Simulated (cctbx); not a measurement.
# Diagnosing a refinement

Cell a = 3.2180 Å, b = 4.3090 Å, c = 20.6610 Å, α = 90.00°, β = 90.00°, γ = 90.00°; space group Fmmm (no. 69). The compound is TiPt4.

Simulated single-crystal data (cctbx): synchrotron X-rays, λ = 0.7749 Å, to d = 0.7 Å, 50 % of the full sphere, strongest reflection 5000 counts, noise from counting, a 1.5 % proportional error and a noise floor of 15 counts (s.d.); no absorption, and some extinction, which the refinements don't model.

An anisotropic refinement with weights 1/σ² prints:

```text
Rint 0.031, 144 unique reflections to 0.70 A
cycle     R1     wR2    GooF  max shift (A)
   1  0.1016  0.1593   5.153   0.02183
   2  0.0831  0.1304   4.219   0.00008
final R1 0.0831 wR2 0.1304 GooF 4.219  parameters 8  data/parameter 18.0
atom        x        y        z      Ueq    occ   su(xyz)  su(Uiso or U11)
Pt1    0.50000  0.00000  0.09219   0.0016  1.000  0.00015  0.0011  NPD
Pt2    0.00000  0.00000  0.19656   0.0012  1.000  0.00021  0.0010
difference map: max 83.72 min -19.05 rms 3.75
Q1    0.0000  0.0000  0.0000    4   83.72  2.49 A from Pt1
Q2    0.0000  0.0000  0.4281    8   20.26  0.42 A from Pt1
Q3    0.0000  0.0000  0.2877    8   10.35  1.64 A from Pt2
Q4    0.0000  0.0000  0.2384    8    9.08  0.87 A from Pt2
Q5    0.0000  0.0000  0.5000    4    7.32  1.90 A from Pt1
Q6    0.0000  0.1165  0.3357   16    6.11  1.57 A from Pt1
```

Q: Accept it or mend it, and why?

Mend it. The fault: an atom left out, Ti at (0, 0, 0). Against the right model at the same level, R1 goes from 0.0215 to 0.0831 and GooF from 1.16 to 4.22 and the top difference peak, 83.7 e/Å³, lies 2.49 Å from Pt1. Q1 is the missing atom. With scattering power missing, scale and phases suffer, so peaks may also grow on the heavy atoms.

The compound is TiPt4. The right model at the same level gives:

```text
Rint 0.031, 144 unique reflections to 0.70 A
cycle     R1     wR2    GooF  max shift (A)
   1  0.0272  0.0476   1.555   0.00208
   2  0.0215  0.0355   1.162   0.00000
final R1 0.0215 wR2 0.0355 GooF 1.162  parameters 11  data/parameter 13.1
atom        x        y        z      Ueq    occ   su(xyz)  su(Uiso or U11)
Pt1    0.50000  0.00000  0.09104   0.0021  1.000  0.00007  0.0004
Pt2    0.00000  0.00000  0.19664   0.0014  1.000  0.00007  0.0003
Ti1    0.00000  0.00000  0.00000   0.0043  1.000  0.00000  0.0025  NPD
difference map: max 4.93 min -4.57 rms 1.12
Q1    0.0000  0.0000  0.5000    4    4.94  1.61 A from Ti1
Q2    0.0000  0.0000  0.0522    8    4.56  1.08 A from Ti1
Q3    0.2500  0.2500  0.0000    8    3.61  1.34 A from Ti1
Q4    0.0000  0.1370  0.1447   16    3.57  1.22 A from Pt2
Q5    0.1861  0.0000  0.0800   16    3.54  1.04 A from Pt1
Q6    0.0000  0.0000  0.2864    8    3.28  1.65 A from Pt2
```

The model was made for the exercise: a known structure type with other elements put in, its volume estimated, not relaxed; displacement parameters are assumed.

[Middle refinement cycles are left out of these outputs.]

[Logs are printed without paths, hosts, clocks, repeated set-up lines and the standing remarks that a program may print on its own settings, such as how far it seeks lower states.]
